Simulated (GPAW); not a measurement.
# How Cd absorbs and reflects light

Aim: the dielectric function of Cd, and the optical constants that follow from it.

Program: GPAW 26.7.0. Level of theory: DFT, PBE, plane-wave PAW (GPAW data sets), scalar-relativistic, RPA, optical limit. Results are calculated unless marked as measured.

### Step 1. The structure

Symmetry: P6_3/mmc, No. 194, hexagonal system. The conventional cell has a = 2.979 Å, b = 2.979 Å, c = 5.618 Å, α = 90.00°, β = 90.00°, γ = 120.00°. Cd has 12 Cd at 2.98 to 3.29 Å nearest.

### Step 2. Ground state

The self-consistent density comes first; it also tells whether there is a gap, which decides the occupations and the need for a Drude term.

This step: DFT, PBE, plane-wave PAW (GPAW data sets), scalar-relativistic, ground state (GPAW 26.7.0).

gs.py

```python
from ase import Atoms
from ase.dft.bandgap import bandgap
from gpaw import GPAW, PW, FermiDirac

atoms = Atoms(['Cd', 'Cd'],
              cell=[[2.978870000000, 0.000000000000, 0.000000000000],
                    [-1.489435000000, 2.579777094600, 0.000000000000],
                    [0.000000000000, 0.000000000000, 5.617650000000]],
              scaled_positions=[[0.666666666700, 0.333333333300, 0.750000000000],
                                [0.333333333300, 0.666666666700, 0.250000000000]],
              pbc=[True, True, True])
atoms.calc = GPAW(mode=PW(500), xc='PBE', kpts={'size': (9, 9, 4), 'gamma': True},
                  occupations=FermiDirac(0.05), maxiter=150, txt='gs.txt')
print('energy (eV)', atoms.get_potential_energy())
print('Fermi level (eV)', atoms.calc.get_fermi_level())
print('valence electrons', atoms.calc.get_number_of_electrons())
print('gap (eV)', bandgap(atoms.calc, output=None)[0])
print('direct gap (eV)', bandgap(atoms.calc, direct=True, output=None)[0])
atoms.calc.write('gs.gpw')
```

On the command line:

```bash
$ OMP_NUM_THREADS=1 python gs.py
```

Numbers of over 12 decimals in the logs are rounded to 6 here.

Output:

```text
__  _  _
 | _ |_)|_||  |
 |__||  | ||/\| - 26.7.0

Versions:
  Python: 3.12.14
  ASE:    3.29.0
  Numpy:  2.5.5
  Scipy:  1.18.1
  Libxc:  7.0.0

Input parameters:
  mode=PW(ecut=500.0),
  kpts=MonkhorstPack(size=(9, 9, 4), gamma=True),
  maxiter=150,
  occupations=Occupations(name='fermi-dirac', width=0.05, fixmagmom=False),
  xc=XC(name='PBE')

Diagonalizing LCAO Hamiltonian
Converting LCAO to pw mode

          Cd

        Cd

Atoms  # Å, Bohr magnetons
|   | symbol |         x |        y |        z |    initial magnetic moments |
| 0 |     Cd |  1.489435 | 0.859926 | 4.213237 | ( 0.0000,  0.0000,  0.0000) |
| 1 |     Cd | -0.000000 | 1.719851 | 1.404413 | ( 0.0000,  0.0000,  0.0000) |

Unit cell  # Å
| periodic |         x |        y |        z |  lengths |     angles |
|      yes |  2.978870 | 0.000000 | 0.000000 | 2.978870 |  90.000000 |
|      yes | -1.489435 | 2.579777 | 0.000000 | 2.978870 |  90.000000 |
|      yes |  0.000000 | 0.000000 | 5.617650 | 5.617650 | 120.000000 |

Number of symmetries: 12
Symmetry operations  # r_c * U_cc + t_c -> r_c
|    | kind |            matrix            |
|  0 |  σ   |  1, 1, 0,  0,-1, 0,  0, 0, 1 |
|  1 |  S6  |  1, 1, 0, -1, 0, 0,  0, 0,-1 |
|  2 |  E   |  1, 0, 0,  0, 1, 0,  0, 0, 1 |
|  3 |  C2  |  1, 0, 0, -1,-1, 0,  0, 0,-1 |
|  4 |  C2  |  0, 1, 0,  1, 0, 0,  0, 0,-1 |
|  5 |  C3  |  0, 1, 0, -1,-1, 0,  0, 0, 1 |
|  6 |  S6  |  0,-1, 0,  1, 1, 0,  0, 0,-1 |
|  7 |  σ   |  0,-1, 0, -1, 0, 0,  0, 0, 1 |
|  8 |  σ   | -1, 0, 0,  1, 1, 0,  0, 0, 1 |
|  9 |  i   | -1, 0, 0,  0,-1, 0,  0, 0,-1 |
| 10 |  C3  | -1,-1, 0,  1, 0, 0,  0, 0, 1 |
| 11 |  C2  | -1,-1, 0,  0, 1, 0,  0, 0,-1 |

BZ-sampling:
  Number of BZ points: 324
  Number of IBZ points: 43

  Monkhorst-Pack size: [9, 9, 4]
  Monkhorst-Pack shift: [0.0, 0.0, 0.125]

K-points  # in reciprocal-cell coordinates
|     |                                coordinates |     weight |
|   0 | (  0.00000000,   0.00000000,   0.00000000) | 0.00308642 |
|   1 | (  0.00000000,   0.00000000,   0.25000000) | 0.00617284 |
|   2 | (  0.00000000,   0.00000000,   0.50000000) | 0.00308642 |
|   3 | (  0.11111111,   0.00000000,  -0.25000000) | 0.01851852 |
|   4 | (  0.11111111,   0.00000000,   0.00000000) | 0.01851852 |
|   5 | (  0.11111111,   0.00000000,   0.25000000) | 0.01851852 |
|   6 | (  0.11111111,   0.00000000,   0.50000000) | 0.01851852 |
|   7 | (  0.22222222,  -0.11111111,   0.00000000) | 0.01851852 |
|   8 | (  0.22222222,  -0.11111111,   0.25000000) | 0.03703704 |
|   9 | (  0.22222222,  -0.11111111,   0.50000000) | 0.01851852 |
| ... |                                            |            |
|  42 | (  0.44444444,   0.44444444,   0.50000000) | 0.01851852 |

Plane wave coefficients: 1130
Cutoff: 500.0 eV

Spin-components: 1 (collinear spins)
Bands:           18
Projectors:      12
Spin-degeneracy: 2
Datatype:        complex128

Parallelization:
  kpt:    1
  domain: 1
  band:   1

Density:
  Valence electrons: 24.0
  Components: 1
  Grid points: [16 16 30]
  Charge: 0.0  # |e|

Potential:
  Grid points: [16 16 30]

species:
  Cd:
    name:    Cadmium
    id:
    Z:       48.0
    valence: 12
    core:    36
    charge:  0.0  # [|e|]
    compensation charges:
      type: gauss
      rc: 0.38  # [Å]
      lmax: 2
    cutoffs:
      filter: 2.12  # [Å]
      core: 2.62  # [Å]
    projectors
    | kind |    occ | energy [eV] | rcut [Å] |
    |   5s |  2.000 |      -5.655 |    1.191 |
    |   5p |  0.000 |      -1.186 |    1.228 |
    |   4d | 10.000 |     -11.739 |    1.164 |
    |    s |        |      21.556 |    1.191 |
    |    p |        |      26.026 |    1.228 |
    |    d |        |      15.473 |    1.164 |

    Using partial waves for Cd as LCAO basis

Reference energy: -304346.236673  # eV

eigensolver:
  PPCG
  Converge bands: occupied
  niter=2

density mixing:
  MSR1-Mixer
  Pratt-step length: 0.05
  Maximum mixing coefficient: 0.75
  Old densities: 10
  SVD Regularization: 0.005
  Good broyden scale: 1.0
  Trust region scale: 1.0
  Backstep threshold: 4.0
  History deletion threshold: 6.0
  Fourier metric: weight=20.0, sigma=0.015

occupation numbers:
  Fermi-Dirac:
    width: 0.0500  # eV

poisson solver:
  ecut: 4000.0  # eV

xc functional:
  name: PBE with 2 nearest neighbor stencil

convergence criteria:
- Maximum [total energy] change in last 3 cyles: 0.0005 eV / valence electron
- Maximum integral of absolute [dens]ity change: 0.0001 electrons / valence electron
- Maximum integral of absolute [eigenst]ate change: 4e-08 eV^2 / valence electron
maximum number of iterations: 150

SCF iterations
|iter     |      energy | eigst |  dens |
|iter:   1||   -1.905247 | -0.57 |       |
|iter:   2||   -1.889084 | -2.46 | -1.41 |
|iter:   3||   -1.815361 | -2.00 | -1.45 |
|iter:   4||   -1.814685 | -3.58 | -1.92 |
|iter:   5||   -1.814505c| -3.92 | -2.37 |
|iter:   6||   -1.814515c| -6.63 | -3.66 |
|iter:   7||   -1.814518c| -7.57c| -4.04c|

Converged in 7 steps
SCF loop duration: 8.245 s (1.178 s/step)
Energy contributions relative to reference atoms: (reference = -304346.236673)

Energy contributions:
  Kinetic:          11.580488
  Coulomb:          -8.344549
  Zero:              0.246210
  External:          0.000000
  Xc:               -5.290948
  Entropy:          -0.011439
  Spinorbit:         0.000000
  ----------------------------
  Free energy:      -1.820237
  Extrapolated:     -1.814518

dipole moment: (-0.000007, -0.000012, -0.000026)  # |e|*Ang

Fermi level: 7.952
Eigenvalues  # (at kpt = [0.000, 0.000, 0.000])
| band index |      eig [eV] | occ [0-2] |
|          0 |        -2.139 |     2.000 |
|        ... |               |           |
|          5 |        -1.444 |     2.000 |
|          6 |        -1.148 |     2.000 |
|          7 |        -0.972 |     2.000 |
|          8 |        -0.972 |     2.000 |
|          9 |        -0.718 |     2.000 |
|         10 |        -0.718 |     2.000 |
|         11 |         4.650 |     2.000 |
|         12 |         4.710 |     2.000 |
|         13 |        18.058 |     0.000 |
|         14 |        21.610 |     0.000 |
|         15 |        22.417 |     0.000 |
|         16 |        22.417 |     0.000 |
|         17 |        22.577 |     0.000 |

No gap
No difference between direct/indirect transitions

--- standard output ---
energy (eV) -1.814518
Fermi level (eV) 7.951715
valence electrons 24.0
gap (eV) 0.0
direct gap (eV) 0.0
```

Elapsed: 9.6 s, on 1 thread of Arm Neoverse V2, shared host; peak memory 0.14 GiB.

This step gave:

* energy: -1.815 eV
* Fermi energy: 7.952 eV
* electrons: 24

There are states at the Fermi level within the smearing, so the occupations stay smeared and the carriers get a Drude term.

### Step 3. Bands for the response

The response needs many more empty bands than the density does.

This step: DFT, PBE, plane-wave PAW (GPAW data sets), scalar-relativistic, bands at fixed density (GPAW 26.7.0).

nscf.py

```python
from ase.dft.bandgap import bandgap
from gpaw import GPAW, FermiDirac

calc = GPAW('gs.gpw').fixed_density(kpts={'size': (18, 18, 8), 'gamma': True}, nbands=40, convergence={'bands': 34},
                                    occupations=FermiDirac(0.05), txt='nscf.txt')
print('gap (eV)', bandgap(calc, output=None)[0])
print('direct gap (eV)', bandgap(calc, direct=True, output=None)[0])
print('top band over the Fermi level (eV)', min(calc.get_eigenvalues(kpt=k)[33] for k in range(len(calc.get_ibz_k_points()))) - calc.get_fermi_level())
calc.write('full.gpw', mode='all')
```

On the command line:

```bash
$ OMP_NUM_THREADS=1 python nscf.py
```

Output:

```text
Diagonalizing LCAO Hamiltonian
Converting LCAO to pw mode
convergence criteria:
- Maximum integral of absolute [eigenst]ate change: 4e-08 eV^2 / valence electron
maximum number of iterations: 150

SCF iterations
|iter     |      energy | eigst |  dens |
|iter:   1||             | +3.36 |       |
|iter:   2||             | +1.73 |       |
|iter:   3||             | +0.72 |       |
|iter:   4||             | -0.23 |       |
|iter:   5||             | -1.00 |       |
|iter:   6||             | -1.73 |       |
|iter:   7||             | -2.38 |       |
|iter:   8||             | -3.02 |       |
|iter:   9||             | -3.64 |       |
|iter:  10||             | -4.27 |       |
|iter:  11||             | -4.87 |       |
|iter:  12||             | -5.49 |       |
|iter:  13||             | -6.10 |       |
|iter:  14||             | -6.70 |       |
|iter:  15||             | -7.24 |       |
|iter:  16||             | -7.67c|       |
SCF steps: 16
  __  _  _
 | _ |_)|_||  |
 |__||  | ||/\| - 26.7.0

Versions:
  Python: 3.12.14
  ASE:    3.29.0
  Numpy:  2.5.5
  Scipy:  1.18.1
  Libxc:  7.0.0

Input parameters:
  mode=PW(ecut=500.0),
  convergence={'bands': 34},
  gpts=array([16, 16, 30]),
  kpts=MonkhorstPack(size=(18, 18, 8), gamma=True),
  maxiter=150,
  nbands=40,
  occupations=Occupations(name='fermi-dirac', width=0.05, fixmagmom=False),
  parallel={},
  xc=XC(name='PBE')

--- standard output ---
gap (eV) 0.0
direct gap (eV) 0.0
top band over the Fermi level (eV) 24.952617
```

It took 4 min on 1 thread; peak memory 0.38 GiB.

### Step 4. Dielectric function, RPA

Transitions between filled and empty bands, summed over the zone, give the optical response, so mesh, band count and broadening shape it.

The induced potential is part of this response.

This step: DFT, PBE, plane-wave PAW (GPAW data sets), scalar-relativistic, RPA, optical limit (GPAW 26.7.0).

df.py

```python
from gpaw.response.df import DielectricFunction

df = DielectricFunction('full.gpw', frequencies={'type': 'nonlinear', 'domega0': 0.03, 'omega2': 8},
                        ecut=50,
                        eta=0.15,
                        nbands=34,
                        rate=0.05,
                        txt='df.txt')
for direction in ['x', 'z']:
    df.get_dielectric_function(xc='RPA', direction=direction, filename=f'df_{direction}.csv')
```

On the command line:

```bash
$ OMP_NUM_THREADS=1 python df.py
```

Output:

```text
Using integrator: PointIntegrator
NonLinearFrequencyDescriptor(from 0.000 to 43.870 eV, 448 points)
Nonperiodic BCs:  [False False False]
Using integrator: PointIntegrator
NonLinearFrequencyDescriptor(from 0.000 to 43.870 eV, 448 points)
Nonperiodic BCs:  [False False False]
Using integrator: PointIntegrator

Calculating chi0 body with:
    Ground state adapter containing:
    Number of spins: 1
    Number of kpoints: 2592
    Number of irreducible kpoints: 266
    Number of completely occupied states: 10
    Number of partially occupied states: 14

    Linear response parametrization:
    q_c: [0.0, 0.0, 0.0]
    Number of frequency points: 448
    Planewave cutoff: 50.0
    Number of bands: 34
    Number of planewaves: 37
    Broadening (eta): 0.15

Integrating chi0 body.

Symmetries of q_c:
    Direct symmetries (Uq -> q): 12
    Indirect symmetries (TUq -> q): 0
In total 12 allowed symmetries.

266 groups of equivalent kpoints. 89.737654% reduction.

Integral kind: spectral function

Calculating chi0 optical extensions with:
    Ground state adapter containing:
    Number of spins: 1
    Number of kpoints: 2592
    Number of irreducible kpoints: 266
    Number of completely occupied states: 10
    Number of partially occupied states: 14

    Linear response parametrization:
    Number of frequency points: 448
    Planewave cutoff: 50.0
    Number of bands: 34
    Number of planewaves: 37
    Broadening (eta): 0.15
Integrating chi0 head and wings.

Symmetries of q_c:
    Direct symmetries (Uq -> q): 12
    Indirect symmetries (TUq -> q): 0
In total 12 allowed symmetries.

266 groups of equivalent kpoints. 89.737654% reduction.

Integral kind: spectral function wings

Calculating drude chi0 with:
    Number of frequency points:448
    Plasma frequency decay rate: 0.05 eV

    Ground state adapter containing:
    Number of spins: 1
    Number of kpoints: 2592
    Number of irreducible kpoints: 266
    Number of completely occupied states: 10
    Number of partially occupied states: 14

Symmetries of q_c:
    Direct symmetries (Uq -> q): 12
    Indirect symmetries (TUq -> q): 0
In total 12 allowed symmetries.

266 groups of equivalent kpoints. 89.737654% reduction.

Integral kind: intraband
Plasma frequency:
[[ 8.81-0.j  0.  +0.j  0.  +0.j]
 [ 0.  +0.j  8.81-0.j  0.  +0.j]
 [ 0.  +0.j  0.  +0.j 10.28+0.j]]
```

The job ended after 31 s (1 thread; peak memory 0.23 GiB).

Some rows of df_x.csv (energy; Re and Im without local fields; Re and Im with them):

```text
0.000000, 31157.790288, -0.000000, 31156.526702, -0.000000
0.460735, -306.322981, 144.266757, -307.546486, 144.076084
0.943989, -54.188305, 80.849582, -54.275148, 78.160750
1.451455, -58.569825, 57.452670, -56.550898, 57.224930
1.984998, -40.500771, 22.717403, -39.766829, 23.305517
2.546682, -27.745932, 6.913533, -27.830985, 7.289481
3.138794, -16.678711, 4.718549, -16.615795, 4.993257
3.763875, -11.575359, 1.647292, -11.695790, 1.779732
4.424758, -7.469453, 1.392518, -7.512104, 1.508686
5.124608, -5.292258, 0.617293, -5.406246, 0.685226
5.866977, -3.554789, 0.573504, -3.614589, 0.636564
6.655862, -2.286117, 0.274430, -2.372674, 0.297562
7.495775, -1.392150, 0.278162, -1.487066, 0.329765
8.391833, -0.426984, 0.346689, -0.518868, 0.353632
9.349861, -0.042674, 0.731047, -0.141272, 0.688704
10.376517, 0.113347, 0.894046, 0.024534, 0.845212
11.479449, 0.070092, 0.864184, 0.017085, 0.811011
12.667487, 0.202203, 0.727802, 0.165398, 0.677533
13.950874, 0.361680, 0.670059, 0.326699, 0.613233
```

The Im ε has structure finer than the step of the table below, so its rows give means over 0.5 eV, whole bins alone (the curve runs from 0.305 to 14.0 eV). Peaks (eV: height): E ∥ x 1.18: 84.7; E ∥ z 1.49: 71.7, 3.06: 15.1.

Sum at mesh points, not converged in k. The Im ε by photon energy; means over each step:

```tsv
photon energy (eV)	E ∥ x	E ∥ z
1.0	77.3	36.7
1.5	52.8	57.2
2.0	24.1	18.2
2.5	9.34	6.40
3.0	5.26	10.6
3.5	3.21	3.42
4.0	1.56	1.35
4.5	1.45	0.935
5.0	0.846	0.785
5.5	0.649	1.07
6.0	0.597	0.628
6.5	0.321	0.400
7.0	0.326	0.357
7.5	0.313	0.305
8.0	0.232	0.332
8.5	0.405	0.410
9.0	0.610	0.491
9.5	0.718	0.574
10.0	0.834	0.658
10.5	0.871	0.753
11.0	0.890	0.776
11.5	0.823	0.761
12.0	0.725	0.701
12.5	0.672	0.610
13.0	0.623	0.565
13.5	0.603	0.544
```

Values under 1 per cm are given as 1; sum at mesh points, not converged in k. Table of absorption coefficient by photon energy:

```tsv
photon energy (eV)	E ∥ x (1/cm)	E ∥ z (1/cm)
0.492	8.4e5	9.9e5
1.010	8.5e5	8.5e5
1.486	1.2e6	1.2e6
1.985	1.3e6	1.4e6
2.508	1.4e6	1.3e6
3.018	1.3e6	1.3e6
3.510	1.4e6	1.4e6
3.980	1.3e6	1.3e6
4.516	1.2e6	1.3e6
4.981	1.2e6	1.2e6
5.515	1.2e6	1.2e6
6.021	1.1e6	1.2e6
6.494	1.1e6	1.1e6
6.985	9.8e5	1.0e6
7.496	9.3e5	9.8e5
8.026	7.7e5	8.3e5
8.516	6.2e5	7.8e5
9.023	5.9e5	6.6e5
9.483	6.1e5	6.4e5
10.026	6.6e5	6.3e5
10.519	6.9e5	6.5e5
11.029	7.4e5	6.8e5
11.479	7.3e5	7.1e5
12.023	7.1e5	6.9e5
12.504	6.5e5	6.4e5
13.000	6.2e5	5.9e5
13.512	5.8e5	5.2e5
```

The Im ε, E ∥ x has structure finer than the step of the table below, so its rows give means over 0.25 eV, whole bins alone (the curve runs from 0.305 to 14.0 eV). Peaks (eV: height): without local fields 1.178: 87.4; with local fields 1.178: 84.7.

Sum at mesh points, not converged in k. Table of Im ε, E ∥ x by photon energy; means over each step:

```tsv
photon energy (eV)	without local fields	with local fields
0.50	128	128
0.75	73.5	71.6
1.00	79.3	76.5
1.25	78.7	77.0
1.50	52.1	52.1
1.75	32.5	33.0
2.00	22.8	23.4
2.25	16.3	17.1
2.50	8.00	8.46
2.75	5.54	5.78
3.00	5.07	5.31
3.25	4.35	4.66
3.50	2.93	3.21
3.75	1.71	1.85
4.00	1.41	1.52
4.25	1.39	1.49
4.50	1.36	1.49
4.75	1.10	1.24
5.00	0.722	0.812
5.25	0.572	0.627
5.50	0.618	0.658
5.75	0.606	0.658
6.00	0.544	0.620
6.25	0.384	0.444
6.50	0.275	0.302
6.75	0.277	0.301
7.00	0.298	0.322
7.25	0.322	0.361
7.50	0.274	0.322
7.75	0.208	0.232
8.00	0.213	0.221
8.25	0.292	0.295
8.50	0.394	0.404
8.75	0.511	0.518
9.00	0.626	0.606
9.25	0.727	0.687
9.50	0.756	0.713
9.75	0.821	0.779
10.00	0.885	0.842
10.25	0.888	0.846
10.50	0.934	0.874
10.75	0.965	0.898
11.00	0.950	0.890
11.25	0.918	0.863
11.50	0.869	0.815
11.75	0.863	0.804
12.00	0.769	0.714
12.25	0.729	0.675
12.50	0.723	0.670
12.75	0.716	0.668
13.00	0.663	0.615
13.25	0.651	0.597
13.50	0.659	0.600
13.75	0.682	0.621
```

Sum at mesh points, not converged in k. Reflectivity at normal incidence against photon energy; read off at these points:

```tsv
photon energy (eV)	E ∥ x (%)	E ∥ z (%)
0.50	95.1	97.7
1.00	82.0	90.2
1.50	84.9	80.1
2.00	85.9	90.1
2.50	91.0	91.5
3.00	88.2	71.3
3.50	89.9	92.2
3.81	92.2	94.0
3.85	92.2	94.0
4.00	91.5	93.3
4.50	87.7	92.9
5.00	90.9	90.4
5.50	88.6	81.3
6.00	86.0	87.1
6.50	90.6	88.3
7.00	85.4	85.6
7.50	80.8	83.3
8.00	79.2	74.4
8.50	48.0	61.2
9.00	27.6	40.9
9.50	21.0	31.2
10.00	17.5	22.2
10.50	16.3	17.1
11.00	17.3	17.6
11.50	16.9	17.2
12.00	17.5	16.6
12.50	13.1	14.8
13.00	12.0	12.2
13.50	8.66	7.78
```

Sum at mesh points, not converged in k. Table of loss function −Im 1/ε at q → 0 by energy loss; read off at these points:

```tsv
energy loss (eV)	E ∥ x	E ∥ z
0.50	0.00144	5.9e-4
0.75	0.00572	0.00167
1.00	0.00932	0.00590
1.25	0.00855	0.0146
1.50	0.00875	0.0106
1.75	0.00976	0.00698
2.00	0.0111	0.00757
2.25	0.0106	0.00766
2.50	0.00871	0.00916
2.75	0.0109	0.0192
3.00	0.0150	0.0373
3.25	0.0172	0.0151
3.50	0.0148	0.0105
3.75	0.0127	0.00937
4.00	0.0155	0.0116
4.25	0.0210	0.0147
4.50	0.0272	0.0149
4.75	0.0270	0.0171
5.00	0.0229	0.0252
5.25	0.0245	0.0365
5.50	0.0358	0.0588
5.75	0.0436	0.0439
6.00	0.0516	0.0444
6.25	0.0438	0.0394
6.50	0.0416	0.0495
6.75	0.0592	0.0575
7.00	0.0859	0.0776
7.25	0.126	0.0987
7.50	0.142	0.112
7.75	0.147	0.140
8.00	0.246	0.265
8.25	0.597	0.427
8.50	1.13	0.529
8.75	1.43	0.789
9.00	1.50	1.20
9.25	1.37	1.27
9.50	1.38	1.47
9.75	1.28	1.51
10.00	1.18	1.47
10.25	1.19	1.46
10.50	1.14	1.33
10.75	1.12	1.23
11.00	1.13	1.32
11.25	1.15	1.28
11.50	1.23	1.31
11.75	1.23	1.33
12.00	1.41	1.46
12.25	1.45	1.50
12.50	1.42	1.62
12.75	1.40	1.54
13.00	1.50	1.64
13.25	1.42	1.55
13.50	1.30	1.33
13.75	1.25	1.22
```

From ε follow the optical constants at some laser and lamp lines:

```tsv
wavelength (nm)	n x	k x	R (%) x	1/α x	n z	k z	R (%) z	1/α z
1550	3.90	9.249	85.8	13 nm	1.61	11.288	95.2	11 nm
800	2.92	8.061	85.4	7.9 nm	4.20	8.248	82.3	7.7 nm
633	1.82	6.630	86.0	7.6 nm	1.34	6.929	90.0	7.3 nm
365	0.51	3.905	88.3	7.4 nm	0.48	4.291	90.6	6.8 nm
308	0.24	3.095	91.3	7.9 nm	0.20	3.217	93.1	7.6 nm
248	0.16	2.425	90.9	8.1 nm	0.17	2.361	90.4	8.4 nm
193	0.09	1.674	90.7	9.2 nm	0.12	1.723	88.7	8.9 nm
```

A polished face would reflect 89 % of daylight and look near white (CIE x = 0.312, y = 0.333 under D65).

### Step 5. What came out

What this shows: At this level (PBE, RPA) Cd is a metal. The mesh is too coarse to trust the carriers' weight, the reflectivity or the colour to better than tens of per cent. A polished face would reflect 89 % of daylight and look near white (CIE x = 0.312, y = 0.333 under D65). The carriers' damping of 0.05 eV is typed, not computed; it shapes the response at the lowest energies. In this version of GPAW the matrix elements of the optical limit are incomplete, which can lower ε − 1 by up to a tenth where first-row anions or d states rule, and shift it by more in d metals. GPAW's carrier term has the form −ωp²/(ω + i·rate)², which damps like twice the rate and fails at low energy, so the curves leave the lowest energies out. The sum runs over mesh points 0.14 Å⁻¹ apart with no interpolation, so peaks are partly noise of the mesh, and the Drude plasma energy, a sum over the Fermi surface, isn't converged.

[Machine, clock and banner lines and Python warnings are left out of the logs.]

[Logs are printed without paths, hosts, clocks, repeated set-up lines and the standing remarks that a program may print on its own settings, such as how far it seeks lower states.]

[Hosts, paths, dates, database ids (printed as entryN), source tags and the programs' standing remarks are cut or masked in the printed files.]
